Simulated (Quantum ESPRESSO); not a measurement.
# PtSe2 (Sudovikovite): zone-centre phonons

Which modes does PtSe2 (Sudovikovite) have at the zone centre?

Method: DFT LDA, scalar-relativistic, plane waves, JTH PAW pseudopotentials, in Quantum ESPRESSO 7.5.

Report form: the programs' logs are mostly left out.

The database entry behind the starting cell has ideal inner coordinates that were not refined, so it need not match the best structure at ambient conditions.

**1. The structure**

Symmetry: P-3m1, No. 164, trigonal system. The conventional cell has a = 3.724 Å, b = 3.724 Å, c = 5.062 Å, α = 90.00°, β = 90.00°, γ = 120.00°. Nearest to Pt lie 6 Se at 2.49 Å. Nearest to Se lie 3 Pt at 2.49 Å. Farther neighbours and most contacts between anions are not listed.

As a file:

```cif
data_structure
_symmetry_space_group_name_H-M 'P 1'
_symmetry_Int_Tables_number 1
_cell_length_a 3.7240
_cell_length_b 3.7240
_cell_length_c 5.0620
_cell_angle_alpha 90.000
_cell_angle_beta 90.000
_cell_angle_gamma 120.000
_cell_volume 60.80
loop_
_atom_site_label
_atom_site_type_symbol
_atom_site_fract_x
_atom_site_fract_y
_atom_site_fract_z
_atom_site_occupancy
Pt1 Pt 0.00000 0.00000 0.00000 1
Se2 Se 0.33333 0.66667 0.25000 1
Se3 Se 0.66667 0.33333 0.75000 1
```

**2. A first look**

Before anything dear is run, a loose run with smearing shows whether this is a metal and how far the cell is from rest.

The input, probe.in:

```
&CONTROL
  calculation = 'scf'
  prefix      = 'x'
  outdir      = './tmp'
  pseudo_dir  = './pseudo'
  tprnfor     = .true.
  tstress     = .true.
  verbosity   = 'high'
/
&SYSTEM
  ibrav       = 4
  celldm(1)   = 7.03734009
  celldm(3)   = 1.35929108
  nat         = 3
  ntyp        = 2
  ecutwfc     = 40.0
  ecutrho     = 200.0
  occupations = 'smearing'
  smearing    = 'gaussian'
  degauss     = 0.01
/
&ELECTRONS
  conv_thr         = 1.0d-07
  mixing_beta      = 0.7
  electron_maxstep = 100
/
ATOMIC_SPECIES
 Pt    195.0840  Pt.upf
 Se     78.9710  Se.upf
ATOMIC_POSITIONS crystal
 Pt     0.000000000   0.000000000   0.000000000
 Se     0.333333330   0.666666670   0.250000000
 Se     0.666666670   0.333333330   0.750000000
K_POINTS automatic
 6 6 4 0 0 0
```

Started as:

```
$ OMP_NUM_THREADS=1 mpirun -n 4 pw.x -nk 4 -in probe.in > probe.out
```

Wall time 4.7 s (4 MPI ranks of Arm Neoverse V1, shared host); 19 s of CPU time.

This step gave:

```
volume per atom   : 20.27 Å³
pressure          : -0.1720 GPa
gap on the k-mesh : 0 eV
```

No gap opens on this mesh, so smearing is kept; the start stands at -0.17 GPa.

**3. Relaxing the cell and atoms**

Frequencies change by per cents with a per cent of volume, so the structure is first brought to rest at this level of theory.

The input, relax.in:

```
&CONTROL
  calculation   = 'vc-relax'
  prefix        = 'x'
  outdir        = './tmp'
  pseudo_dir    = './pseudo'
  tprnfor       = .true.
  tstress       = .true.
  forc_conv_thr = 2.0d-05
  etot_conv_thr = 1.0d-07
  nstep         = 40
/
&SYSTEM
  ibrav       = 4
  celldm(1)   = 7.03734009
  celldm(3)   = 1.35929108
  nat         = 3
  ntyp        = 2
  ecutwfc     = 40.0
  ecutrho     = 200.0
  occupations = 'smearing'
  smearing    = 'mv'
  degauss     = 0.02
/
&ELECTRONS
  conv_thr         = 1.0d-11
  mixing_beta      = 0.7
  electron_maxstep = 100
/
&IONS
/
&CELL
  press_conv_thr = 0.2
/
ATOMIC_SPECIES
 Pt    195.0840  Pt.upf
 Se     78.9710  Se.upf
ATOMIC_POSITIONS crystal
 Pt     0.000000000   0.000000000   0.000000000
 Se     0.333333330   0.666666670   0.250000000
 Se     0.666666670   0.333333330   0.750000000
K_POINTS automatic
 9 9 6 0 0 0
```

Started as:

```
$ OMP_NUM_THREADS=1 mpirun -n 4 pw.x -nk 4 -in relax.in > relax.out
```

The job ended after 2.3 min (4 MPI ranks).

Relaxation path:

```tsv
step	energy less that of the first step (eV)	largest force (eV/Å)	volume (Å³)
1	0.0000	0.2115	60.80
2	-0.0026	0.1751	60.74
3	-0.0060	0.1425	60.59
4	-0.0104	0.1119	60.34
5	-0.0164	0.0788	59.95
6	-0.0239	0.0391	59.36
7	-0.0317	0.0141	58.50
8	-0.0342	0.0790	57.46
9	-0.0347	0.0513	57.75
10	-0.0349	0.0378	57.79
11	-0.0351	0.0221	57.79
12	-0.0352	0.0046	57.78
13	-0.0352	0.0004	57.77
14	-0.0352	0.0001	57.77
15	-0.0346	0.0001	57.77
```

```tsv
conventional cell, symmetrised	before	after	change
a (Å)	3.724	3.745	+0.6 %
b (Å)	3.724	3.745	+0.6 %
c (Å)	5.062	4.757	-6.0 %
volume (Å³/atom)	20.27	19.26	-5.0 %
```

The atoms that moved most (Å, as changes of fractional coordinates times the final cell):

```tsv
atom	dx	dy	dz	length
Se2	0.000	0.000	0.072	0.072
Se3	0.000	0.000	-0.072	0.072
```

The relaxed structure:

```xyz
3
Lattice="3.7447 0.0000 0.0000 -1.8723 3.2430 0.0000 0.0000 0.0000 4.7568" Properties=species:S:1:pos:R:3 pbc="T T T"
Pt    0.0000    0.0000    0.0000
Se    0.0000    2.1620    1.2611
Se    1.8723    1.0810    3.4957
```

The last row of the table of steps is pw.x's closing run on a basis chosen anew for the final cell, so its energy can jump.

Read from the output:

```yaml
volume_per_atom: 19.26 Å³
pressure: -0.01533 GPa
```

The volume changes by -5.0 % from the cell with which this run began.

**4. Self-consistent run for the response**

Perturbation theory inherits every error of the wavefunctions, so the threshold is set near the limit of the arithmetic. Smearing stays on, as the first look found no gap above 0.3 eV.

The input, scf.in:

```
&CONTROL
  calculation = 'scf'
  prefix      = 'x'
  outdir      = './tmp'
  pseudo_dir  = './pseudo'
  tprnfor     = .true.
  tstress     = .true.
/
&SYSTEM
  ibrav       = 4
  celldm(1)   = 7.07638212
  celldm(3)   = 1.27029183
  nat         = 3
  ntyp        = 2
  ecutwfc     = 40.0
  ecutrho     = 200.0
  occupations = 'smearing'
  smearing    = 'mv'
  degauss     = 0.02
/
&ELECTRONS
  conv_thr         = 1.0d-12
  mixing_beta      = 0.7
  electron_maxstep = 100
/
ATOMIC_SPECIES
 Pt    195.0840  Pt.upf
 Se     78.9710  Se.upf
ATOMIC_POSITIONS crystal
 Pt     0.000000000   0.000000000   0.000000000
 Se     0.333333333   0.666666667   0.265109856
 Se     0.666666667   0.333333333   0.734890144
K_POINTS automatic
 9 9 6 0 0 0
```

Started as:

```
$ OMP_NUM_THREADS=1 mpirun -n 4 pw.x -nk 4 -in scf.in > scf.out
```

Elapsed: 12 s, on 4 MPI ranks.

The cell stands at -0.015 GPa, close enough for phonons.

**5. Linear response at Γ**

At q = 0 one unit cell holds all displacements; symmetry groups them into irreducible representations that are solved one by one. With smeared occupations no response to a homogeneous field can be asked.

The input, ph.in:

```
phonons
&INPUTPH
  prefix       = 'x'
  outdir       = './tmp'
  fildyn       = 'g.dyn'
  tr2_ph       = 1.0d-18
  alpha_mix(1) = 0.4
  nmix_ph      = 8
/
0.000000000000 0.000000000000 0.000000000000
```

Started as:

```
$ OMP_NUM_THREADS=1 mpirun -n 4 ph.x -nk 4 -in ph.in > ph.out
```

Run time: 3.6 min. Hardware: 4 MPI ranks.

Numbers from this step:

| Property | Result |
| --- | --- |
| largest acoustic frequency at the zone centre before the sum rule | 1.29 cm⁻¹ |
| highest optical zone-centre mode (no LO-TO term) | 221.2 cm⁻¹ |
| lowest optical zone-centre mode | 163.7 cm⁻¹ |

The acoustic modes at Γ come out as far as 1.3 cm⁻¹ from zero, where they should vanish, a small numerical error.

**6. Modes with the sum rule**

A rigid shift of the crystal must cost nothing, but grids and finite bases break this; the acoustic sum rule is imposed before the matrix is diagonalised again.

The input, dynmat.in:

```
&INPUT
  fildyn = 'g.dyn'
  asr    = 'crystal'
  fileig = 'dynmat.eig'
/
```

Started as:

```
$ dynmat.x -in dynmat.in > dynmat.out
```

Run time: 0.45 s. Hardware: 1 thread.

Unit eigenvectors of the mass-weighted matrix after the sum rule; no LO-TO term. The modes at Γ (shares of kinetic energy by element, %):

```tsv
mode	frequency (cm⁻¹)	Pt %	Se %
1	0.0	55	45
2	0.0	55	45
3	0.0	55	45
4	163.7	0	100
5	163.7	0	100
6	208.2	0	100
7	220.5	45	55
8	220.5	45	55
9	221.2	45	55
```

Displacements in mode 5 (163.7 cm⁻¹), the largest set to 1:
```
Pt1  0.00  0.00  0.00
Se2  0.65  1.00  0.00
Se3 -0.65 -1.00  0.00
```

Displacements in mode 9 (221.2 cm⁻¹), the largest set to 1:
```
Pt1  0.00  0.00  0.81
Se2  0.00  0.00 -1.00
Se3  0.00  0.00 -1.00
```

The rule moves no optical mode by more than 0.1 cm⁻¹.

**7. Sum rules set otherwise (asr no)**

Without the rule the raw error of the acoustic modes shows.

The input, dynmat.in:

```
&INPUT
  fildyn = 'g.dyn'
  asr    = 'no'
  fileig = 'dynmat.eig'
/
```

Started as:

```
$ dynmat.x -in dynmat.in > dynmat.out
```

It took 0.45 s on 1 thread.

Zone-centre frequencies as printed; negative means imaginary. Modes:

```tsv
mode	frequency (cm⁻¹)
1	-0.93
2	1.29
3	1.29
4	163.7
5	163.7
6	208.2
7	220.5
8	220.5
9	221.2
```

Against the first rule no mode moves by more than 1.3 cm⁻¹.

**8. Sum rules set otherwise: a sum rule for molecules or wires on a crystal**

This rule also removes rotations, which suits wires and not a crystal; it is tried to see the harm.

The input, dynmat.in:

```
&INPUT
  fildyn = 'g.dyn'
  asr    = 'one-dim'
  fileig = 'dynmat.eig'
/
```

Started as:

```
$ dynmat.x -in dynmat.in > dynmat.out
```

Run time: 0.45 s. Hardware: 1 thread.

The run ended normally, but on settings that are not sound.

The fault: a sum rule for molecules or wires on a crystal; 1 optical mode is projected out to zero frequency, as if it were a rotation.

For a crystal the rule has to be 'simple' or 'crystal'.

Zone-centre frequencies as printed; negative means imaginary. Modes:

```tsv
mode	frequency (cm⁻¹)
1	0
2	0
3	0
4	0
5	163.7
6	207.5
7	208.2
8	220.5
9	221.2
```

**9. Outcome**

```json
{"space group after relaxation": "P-3m1", "volume per atom": "19.3 Å³", "highest optical zone-centre mode (no LO-TO term)": "221.2 cm⁻¹", "lowest optical zone-centre mode": "163.7 cm⁻¹", "imaginary optical modes at the zone centre (no q mesh in this session)": "none"}
```

What this shows: At the LDA level the optical modes of PtSe2 (Sudovikovite) at the zone centre run from 164 to 221 cm⁻¹. Of the 6 optical modes, 3 are Raman active alone and 3 are infrared active alone; inversion symmetry keeps the two sets apart. These are harmonic frequencies at zero temperature: anharmonic shifts and linewidths and thermal expansion are left out. Spin-orbit coupling is left out, which can matter for the heavy elements here. In a metal the frequencies hang on the k mesh and the smearing, most of all near Kohn anomalies.

[Host names and launcher messages were left out of these logs when they were recorded.]

[Logs are printed without paths, hosts, clocks, repeated set-up lines and the standing remarks that a program may print on its own settings, such as how far it seeks lower states.]

[Hosts, paths, dates, database ids (printed as entryN), source tags and the programs' standing remarks are cut or masked in the printed files.]
